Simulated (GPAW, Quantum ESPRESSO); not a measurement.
## O K ELNES/XANES of LaGaO3 (Pm-3m) from DFT

Aim: the O K edge of LaGaO3 (Pm-3m) by two routes, a Lanczos recursion (XSpectra) and a sum over empty bands (GPAW), to see which features are robust.

Program: Quantum ESPRESSO 7.5. Level of theory: core-hole supercells, plane-wave PAW LDA, without spin-orbit coupling (first program; GPAW 26.7.0 follows as the second). Results are calculated unless marked as measured.

Most raw output is cut from this account.

## (1) The starting structure

Symmetry: Pm-3m, No. 221, cubic system. The conventional cell has a = 3.913 Å, b = 3.913 Å, c = 3.913 Å, α = 90.00°, β = 90.00°, γ = 90.00°. Nearest to La lie 12 O at 2.77 Å. Ga has 6 O at 1.96 Å nearest. Nearest to O lie 2 Ga at 1.96 Å and 4 La at 2.77 Å. Farther neighbours and most contacts between anions are not listed.

## (2) The field without a hole (Quantum ESPRESSO)

A plain self-consistent run shows whether there is a gap, which decides the set-up of the core-hole run.

scf.in reads:

```
&control
   calculation='scf', prefix='x', pseudo_dir='../pp', outdir='tmp', tprnfor=.true.
/
&system
   ibrav=0, nat=5, ntyp=4, nbnd=26
   ecutwfc=75, ecutrho=560
   occupations='smearing', smearing='mv', degauss=0.015
/
&electrons
   conv_thr=5.0e-08, electron_maxstep=120
   mixing_beta=0.5
/
ATOMIC_SPECIES
La 1.0 La.lda-spfn-kjpaw.UPF
Ga 1.0 Ga.lda-dnl-kjpaw.UPF
O3 1.0 O.lda-n-kjpaw.UPF
O 1.0 O.lda-n-kjpaw.UPF
CELL_PARAMETERS angstrom
  3.91345600 0.00000000 0.00000000
  0.00000000 3.91345600 0.00000000
  0.00000000 0.00000000 3.91345600
ATOMIC_POSITIONS crystal
La   0.50000000 0.50000000 0.50000000
Ga   0.00000000 0.00000000 0.00000000
O3   0.50000000 0.00000000 0.00000000
O    0.00000000 0.00000000 0.50000000
O    0.00000000 0.50000000 0.00000000
K_POINTS automatic
7 7 7 0 0 0
```

La.lda-spfn-kjpaw.ld1.in reads:

```
&input
   title='La', zed=57., rel=1, iswitch=3, dft='PZ',
   config='[Xe] 4f0.0 5d1.0 6s1.5 6p0.5'
/
&inputp
   file_pseudopw='La.lda-spfn-kjpaw.UPF', author='',
   lpaw=.true.,
   pseudotype=3,
   lloc=-1,
   rcloc=2.0,
   which_augfun='PSQ',
   rmatch_augfun_nc=.true.,
   nlcc=.true.,
   new_core_ps=.true.,
   rcore=1.1,
   tm=.true.,
   lgipaw_reconstruction=.true., use_paw_as_gipaw=.true.
/
8
5S  1  0  2.00  0.00  1.60  1.70  0.0
6S  2  0  1.50  0.00  1.60  1.70  0.0
5P  2  1  6.00  0.00  1.60  2.00  0.0
6P  3  1  0.50  0.00  1.60  2.00  0.0
5D  3  2  1.00  0.00  1.60  2.00  0.0
5D  3  2 -2.00  2.00  1.60  2.00  0.0
4F  4  3  0.00  0.00  1.00  1.50  0.0
4F  4  3 -2.00  0.20  1.00  1.50  0.0
```

Ga.lda-dnl-kjpaw.ld1.in reads:

```
&input
   title='Ga', zed=31., rel=1, iswitch=3, dft='PZ',
   config='[Ar] 4s2 4p1 3d10'
/
&inputp
   file_pseudopw='Ga.lda-dnl-kjpaw.UPF', author='',
   lpaw=.true.,
   pseudotype=3,
   lloc=-1,
   rcloc=1.9,
   which_augfun='PSQ',
   rmatch_augfun_nc=.true.,
   nlcc=.true.,
   new_core_ps=.true.,
   rcore=1.1,
   tm=.true.,
   lgipaw_reconstruction=.true., use_paw_as_gipaw=.true.
/
6
4S  1  0  2.00  0.00  1.30  2.20  0.0
4S  1  0  0.00  6.10  1.30  2.20  0.0
4P  2  1  1.00  0.00  1.30  2.20  0.0
4P  2  1  0.00  6.30  1.30  2.20  0.0
3D  3  2 10.00  0.00  1.30  1.70  0.0
3D  3  2  0.00 -1.30  1.30  1.70  0.0
```

O.lda-n-kjpaw.ld1.in reads:

```
&input
   title='O', zed=8., rel=1, iswitch=3, dft='PZ',
   config='[He] 2s2 2p4'
/
&inputp
   file_pseudopw='O.lda-n-kjpaw.UPF', author='',
   lpaw=.true.,
   pseudotype=3,
   lloc=-1,
   rcloc=1.1,
   which_augfun='PSQ',
   rmatch_augfun_nc=.true.,
   nlcc=.true.,
   new_core_ps=.true.,
   rcore=0.7,
   tm=.true.,
   lgipaw_reconstruction=.true., use_paw_as_gipaw=.true.
/
4
2S  1  0  2.00  0.00  1.00  1.30  0.0
2S  1  0  0.00  1.00  1.00  1.30  0.0
2P  2  1  4.00  0.00  0.90  1.35  0.0
2P  2  1  0.00  0.05  0.90  1.35  0.0
```

Command:

```console
OMP_NUM_THREADS=1 mpirun --oversubscribe --bind-to none -np 4 pw.x -nk 4 -in scf.in > scf.out
```

Wall time 94 s (4 MPI ranks of Arm Neoverse V1, shared host); peak memory 0.34 GiB.

Absorbing atoms carry a label of their own (element plus a letter or digit), as the spectrum program needs them as separate species.

The mesh shows a gap of 3.34 eV, so the hole is first treated in a charged cell, without the excited electron.

## (3) Spectrum without a core hole, O atom 3 (Quantum ESPRESSO)

This cheap baseline ignores the attraction of the hole: it shows the absorber's empty states as they are in the ground state.

The absorber has 2 Ga at 1.96 Å (linear, site symmetry 4/mmm).

xspectra.in reads:

```
&input_xspectra
   calculation='xanes_dipole', edge='K'
   prefix='x', outdir='tmp', xiabs=3, xe0=12.5637
   xonly_plot=.false., x_save_file='xanes.sav'
   xniter=3000, xcheck_conv=20, xerror=0.005
   xcoordcrys=.false., xepsilon(1)=1, xepsilon(2)=0, xepsilon(3)=0
/
&plot
   xnepoint=413, xemin=-10, xemax=45, terminator=.true., cut_occ_states=.true.
   xgamma=0.4
/
&pseudos
   filecore='../O.wfc'
/
&cut_occ
   cut_desmooth=0.1, cut_stepl=0.05, cut_stepu=0.05, cut_ierror=1e-5
/
6 6 6 0 0 0
```

Command:

```console
OMP_NUM_THREADS=1 mpirun --oversubscribe --bind-to none -np 4 xspectra.x -nk 4 -in xspectra.in > xspectra.out
```

Run time: 2 min. Hardware: 4 MPI ranks; peak memory 0.3 GiB.

The O K spectrum, O atom 3, no core hole (energy from the lowest empty level; intensity scaled to a mean of 1 over the first 20 eV; the points at xe0, where the cut of filled states can leave a spike, are interpolated):

```csv
E (eV),intensity
-2.0,0.05
-1.4,0.06
-0.8,0.08
-0.2,0.14
0.4,0.31
1.0,0.61
1.6,0.59
2.2,0.87
2.8,1.40
3.4,1.65
4.0,2.14
4.6,1.70
5.2,1.01
5.8,0.64
6.4,0.64
7.0,0.74
7.6,0.96
8.2,1.06
8.8,1.47
9.4,1.76
10.0,1.68
10.6,1.40
11.2,1.54
11.8,1.59
12.4,1.47
13.0,1.19
13.6,0.97
14.2,0.58
14.8,0.48
15.4,0.39
16.0,0.35
16.6,0.45
17.2,0.60
17.8,0.64
18.4,0.71
19.0,0.81
19.6,0.76
20.2,0.56
20.8,0.41
21.4,0.44
22.0,0.44
22.6,0.37
23.2,0.36
23.8,0.42
24.4,0.48
25.0,0.59
25.6,0.43
26.2,0.38
26.8,0.39
27.4,0.44
28.0,0.52
28.6,0.70
29.2,0.78
29.8,0.73
30.4,0.79
31.0,0.87
31.6,1.15
```

Main maxima below 24 eV (height): 4.1 eV (2.19), 9.6 eV (1.77), 11.0 eV (1.60), 12.0 eV (1.67), 19.3 eV (0.84) and 21.7 eV (0.47). A K edge sees empty p states on the absorber.

## (4) Another broadening

The final state's lifetime shortens with energy, so measured features broaden above the edge; the saved Lanczos coefficients are redrawn with a width that grows.

xspectra_plot.in reads:

```
&input_xspectra
   calculation='xanes_dipole', edge='K'
   prefix='x', outdir='tmp', xiabs=3, xe0=12.5637
   xonly_plot=.true., x_save_file='xanes.sav'
   xniter=3000, xcheck_conv=20, xerror=0.005
   xcoordcrys=.false., xepsilon(1)=1, xepsilon(2)=0, xepsilon(3)=0
/
&plot
   xnepoint=413, xemin=-10, xemax=45, terminator=.true., cut_occ_states=.true.
   gamma_mode='variable', gamma_energy(1)=4, gamma_energy(2)=25, gamma_value(1)=0.3, gamma_value(2)=2.5
/
&pseudos
   filecore='../O.wfc'
/
&cut_occ
   cut_desmooth=0.1, cut_stepl=0.05, cut_stepu=0.05, cut_ierror=1e-5
/
6 6 6 0 0 0
```

Command:

```console
OMP_NUM_THREADS=1 xspectra.x -in xspectra_plot.in > xspectra_plot.out
```

Wall time 4.8 s (1 MPI rank); peak memory 0.05 GiB.

With a Lorentzian half width 0.3 eV up to 4 eV, rising linearly to 2.5 eV at 25 eV (counted from xe0, 1.7 eV below the zero used here), the maxima are 1.0 eV (0.69), 4.1 eV (2.10) and 9.6 eV (1.48).

## (5) Supercell without a hole, the energy reference (Quantum ESPRESSO)

The photon energy needs a difference of total energies, so the cell and mesh of the coming hole run are first run without a hole.

scf.in reads:

```
&control
   calculation='scf', prefix='x', pseudo_dir='../pp', outdir='tmp', tprnfor=.true.
/
&system
   ibrav=0, nat=10, ntyp=3, nbnd=46
   ecutwfc=75, ecutrho=560
   occupations='fixed'
/
&electrons
   conv_thr=1.0e-07, electron_maxstep=120
   mixing_beta=0.5
/
ATOMIC_SPECIES
La 1.0 La.lda-spfn-kjpaw.UPF
Ga 1.0 Ga.lda-dnl-kjpaw.UPF
O 1.0 O.lda-n-kjpaw.UPF
CELL_PARAMETERS angstrom
  3.91345600 0.00000000 3.91345600
  0.00000000 3.91345600 3.91345600
  -3.91345600 0.00000000 3.91345600
ATOMIC_POSITIONS crystal
La   0.25000000 0.50000000 0.75000000
La   0.75000000 0.50000000 0.25000000
Ga   0.00000000 0.00000000 0.00000000
Ga   0.50000000 0.00000000 0.50000000
O    0.25000000 0.00000000 0.75000000
O    0.75000000 0.00000000 0.25000000
O    0.25000000 0.00000000 0.25000000
O    0.75000000 0.00000000 0.75000000
O    0.75000000 0.50000000 0.75000000
O    0.25000000 0.50000000 0.25000000
K_POINTS automatic
5 5 5 0 0 0
```

Command:

```console
OMP_NUM_THREADS=1 mpirun --oversubscribe --bind-to none -np 4 pw.x -nk 4 -in scf.in > scf.out
```

Elapsed: 3.1 min, on 4 MPI ranks; peak memory 0.61 GiB; 12 min of CPU time.

Reference energy: -579767.892 eV with the cores included.

## (6) The atom with a core hole (Quantum ESPRESSO)

The frozen core must hold the hole, so the absorber gets a data set of its own.

O.lda-n-kjpaw-1sch.ld1.in reads:

```
&input
   title='O', zed=8., rel=1, iswitch=3, dft='PZ',
   config='1s1 2s2 2p5'
/
&inputp
   file_pseudopw='O.lda-n-kjpaw-1sch.UPF', author='',
   lpaw=.true.,
   pseudotype=3,
   lloc=-1,
   rcloc=1.1,
   which_augfun='PSQ',
   rmatch_augfun_nc=.true.,
   nlcc=.true.,
   new_core_ps=.true.,
   rcore=0.7,
   tm=.true.,
   zval=7,
   lgipaw_reconstruction=.true., use_paw_as_gipaw=.true.
/
4
2S  1  0  2.00  0.00  1.00  1.30  0.0
2S  1  0  0.00  1.00  1.00  1.30  0.0
2P  2  1  5.00  0.00  0.90  1.35  0.0
2P  2  1  0.00  0.05  0.90  1.35  0.0
```

Command:

```console
ld1.x < O.lda-n-kjpaw-1sch.ld1.in > O.lda-n-kjpaw-1sch.ld1.out
```

It took 0.6 s on 1 MPI rank; peak memory 0.16 GiB.

Removing the core electron and adding it to the valence shell costs the free atom 530.6 eV.

## (7) Supercell with FCH, O atom 3 (Quantum ESPRESSO)

The holes are 5.5 Å apart. The excited electron is left out and a uniform background balances the charge.

scf.in, as its differences from that of step 5:

```diff
@@ -4,5 +4,6 @@
 &system
-   ibrav=0, nat=10, ntyp=3, nbnd=46
+   ibrav=0, nat=10, ntyp=4, nbnd=46
    ecutwfc=75, ecutrho=560
    occupations='fixed'
+   tot_charge=1
 /
@@ -15,2 +16,3 @@
 Ga 1.0 Ga.lda-dnl-kjpaw.UPF
+O0 1.0 O.lda-n-kjpaw-1sch.UPF
 O 1.0 O.lda-n-kjpaw.UPF
@@ -25,3 +27,3 @@
 Ga   0.50000000 0.00000000 0.50000000
-O    0.25000000 0.00000000 0.75000000
+O0   0.25000000 0.00000000 0.75000000
 O    0.75000000 0.00000000 0.25000000
```

Command:

```console
OMP_NUM_THREADS=1 mpirun --oversubscribe --bind-to none -np 4 pw.x -nk 4 -in scf.in > scf.out
```

Wall time 2 min (4 MPI ranks); peak memory 0.63 GiB; 8.1 min of CPU time.

Energy with the hole: -579247.364 eV, cores included.

## (8) Spectrum with FCH, O atom 3 (Quantum ESPRESSO)

The Lanczos recursion gives the spectrum without computing empty bands; each polarisation needs a run of its own on the full k mesh. xe0 is set between filled and empty states, and states below it are cut. The file of filecore holds the core orbital, taken from the hole-free data set.

xspectra.in, as its differences from that of step 3:

```diff
@@ -2,3 +2,3 @@
    calculation='xanes_dipole', edge='K'
-   prefix='x', outdir='tmp', xiabs=3, xe0=12.5637
+   prefix='x', outdir='tmp', xiabs=3, xe0=12.4764
    xonly_plot=.false., x_save_file='xanes.sav'
```

xspectra_1.in, as its differences from xspectra.in of step 8:

```diff
@@ -5,3 +5,3 @@
    xniter=3000, xcheck_conv=20, xerror=0.005
-   xcoordcrys=.false., xepsilon(1)=1, xepsilon(2)=0, xepsilon(3)=0
+   xcoordcrys=.false., xepsilon(1)=0, xepsilon(2)=1, xepsilon(3)=0
 /
```

Command:

```console
OMP_NUM_THREADS=1 mpirun --oversubscribe --bind-to none -np 4 xspectra.x -nk 4 -in xspectra.in > xspectra.out
```

It took 7.3 min on 4 MPI ranks; peak memory 0.52 GiB.

The O K spectrum, O atom 3, full core hole (charged cell) (energy from the lowest empty level; intensity scaled to a mean of 1 over the first 20 eV; the points at xe0, where the cut of filled states can leave a spike, are interpolated):

```
E (eV)  intensity
  -2.0       0.05
  -1.4       0.07
  -0.8       0.09
  -0.2       0.14
   0.4       0.26
   1.0       0.61
   1.6       0.93
   2.2       1.18
   2.8       1.85
   3.4       2.49
   4.0       1.75
   4.6       1.28
   5.2       0.93
   5.8       0.72
   6.4       0.62
   7.0       0.74
   7.6       1.02
   8.2       1.43
   8.8       2.14
   9.4       1.77
  10.0       1.36
  10.6       1.33
  11.2       1.45
  11.8       1.14
  12.4       1.03
  13.0       1.07
  13.6       0.83
  14.2       0.51
  14.8       0.42
  15.4       0.37
  16.0       0.33
  16.6       0.32
  17.2       0.47
  17.8       0.66
  18.4       0.72
  19.0       0.81
  19.6       0.73
  20.2       0.58
  20.8       0.52
  21.4       0.52
  22.0       0.47
  22.6       0.37
  23.2       0.38
  23.8       0.44
  24.4       0.52
  25.0       0.55
  25.6       0.62
  26.2       0.53
  26.8       0.53
  27.4       0.62
  28.0       0.76
  28.6       1.00
  29.2       1.20
  29.8       0.97
  30.4       0.91
  31.0       0.95
  31.6       1.12
```

Main maxima below 24 eV (height): 3.5 eV (2.50), 8.9 eV (2.19), 11.1 eV (1.46), 13.0 eV (1.07) and 19.2 eV (0.81). 

The hole costs E(hole) − E(ground) = 520.53 eV, and the lowest empty level of the hole cell lies at 13.76 eV, which puts the zero at 534.28 eV. One term is added: -8.83 eV, since the hole is spin-paired here and a spin-polarised one costs that much less in the free atom (computed apart). The photon energy is then 525.45 eV. The functional and the charged cell's background leave an error in such absolute values: in the free atom LDA prices this hole 4.1 eV below PBE (computed apart), and PBE is itself good to a few eV.

## (9) Another broadening

xspectra_plot.in, as its differences from that of step 4:

```diff
@@ -2,3 +2,3 @@
    calculation='xanes_dipole', edge='K'
-   prefix='x', outdir='tmp', xiabs=3, xe0=12.5637
+   prefix='x', outdir='tmp', xiabs=3, xe0=12.4764
    xonly_plot=.true., x_save_file='xanes.sav'
```

Command:

```console
OMP_NUM_THREADS=1 xspectra.x -in xspectra_plot.in > xspectra_plot.out
```

It took 5.6 s on 1 MPI rank; peak memory 0.05 GiB.

With a Lorentzian half width 0.3 eV up to 4 eV, rising linearly to 2.5 eV at 25 eV (counted from xe0, 1.3 eV below the zero used here), the maxima are 3.4 eV (2.60), 8.9 eV (1.60) and 18.9 eV (0.63).

## (10) Supercell with XCH, O atom 3 (Quantum ESPRESSO)

The holes are 5.5 Å apart. The excited electron is kept in the cell, where it fills the lowest empty states and screens the hole.

Changed against the first core-hole run: core hole to XCH.

scf.in, as its differences from that of step 7:

```diff
@@ -4,6 +4,5 @@
 &system
-   ibrav=0, nat=10, ntyp=4, nbnd=46
+   ibrav=0, nat=10, ntyp=4, nbnd=53
    ecutwfc=75, ecutrho=560
-   occupations='fixed'
-   tot_charge=1
+   occupations='smearing', smearing='gaussian', degauss=0.003
 /
```

Command:

```console
OMP_NUM_THREADS=1 mpirun --oversubscribe --bind-to none -np 4 pw.x -nk 4 -in scf.in > scf.out
```

It took 2.3 min on 4 MPI ranks; peak memory 0.64 GiB; 9.3 min of CPU time.

Energy with the hole: -579232.581 eV, cores included.

## (11) Excitation energy, O atom 3 (Quantum ESPRESSO)

With the excited electron kept in the cell the system stays neutral, and the energy difference is an excitation energy by itself. In a small cell that electron takes up a good share of the lowest empty band, or all of one, which shifts the value from the true onset.

The total-energy difference is 535.31 eV. With the free-atom term of -8.83 eV for this edge, the photon energy is 526.48 eV.

## (12) The field without a hole (GPAW)

The second program starts from its own ground state, on the same cell and functional.

scf.py reads:

```python
import numpy as np
from ase import Atoms
from ase.parallel import parprint, paropen
from gpaw import GPAW, PW, FermiDirac, Mixer, MixerDif, setup_paths
from gpaw.test import gen
setup_paths.insert(0, '.')
gen('O', name='nch1s', xcname='LDA', corehole=(1, 0, 0), write_xml=True)
from gpaw.mpi import world
world.barrier()

atoms = Atoms('LaGaO3',
    cell=[[3.913456, 0, 0],
     [0, 3.913456, 0],
     [0, 0, 3.913456]],
    scaled_positions=[[0.5, 0.5, 0.5],
     [0, 0, 0],
     [0.5, 0, 0],
     [0, 0, 0.5],
     [0, 0.5, 0]],
    pbc=True)
atoms.calc = calc = GPAW(legacy_gpaw=True, mode=PW(500, force_complex_dtype=True), xc='LDA', setups={2: 'nch1s'},
    kpts={'size': (6, 6, 6), 'gamma': True}, occupations=FermiDirac(0.05),
    charge=0, mixer=Mixer(0.1, 5, 50), maxiter=150,
    convergence={'density': 0.0001, 'eigenstates': 1e-6}, txt='scf.txt')
energy = atoms.get_potential_energy() + calc.get_reference_energy()
ef = calc.get_fermi_level()
out = dict(energy=energy, fermi=ef, forces=atoms.get_forces().tolist())
parprint(f'all-electron energy {energy:.4f} eV, Fermi level {ef:.4f} eV')
ev = np.array([[calc.get_eigenvalues(k, s) for k in range(len(calc.get_ibz_k_points()))] for s in range(calc.get_number_of_spins())])
out['homo'], out['lumo'], out['counts'] = ev[ev < ef].max(), ev[ev > ef].min(), sorted(set((ev < ef).sum((0, 2)).tolist()))
out['filled'] = (ev[:, 0] < ef).sum(1).tolist()
import json
with paropen('out.json', 'w') as f:
    json.dump(out, f)
```

Command:

```console
OMP_NUM_THREADS=1 mpirun -n 4 gpaw python scf.py
```

It took 18 s on 4 MPI ranks; peak memory 0.22 GiB; 70 s of CPU time.

The mesh shows a gap of 3.26 eV, so the hole is first treated in a charged cell, without the excited electron.

(Part 1 of 2 ends here.)

[Logs are printed without paths, hosts, clocks, repeated set-up lines and the standing remarks that a program may print on its own settings, such as how far it seeks lower states.]

[Hosts, paths, dates, database ids (printed as entryN), source tags and the programs' standing remarks are cut or masked in the printed files.]

[Lists of maxima count a maximum above −3 eV only where it reaches 4 % of the highest in the window and stands out from its surroundings by 2 % of it (1.5 % where it reaches 55 %); shoulders and weaker maxima are passed over, and of the rest the first, up to two pre-edge ones and the few strongest are named.]
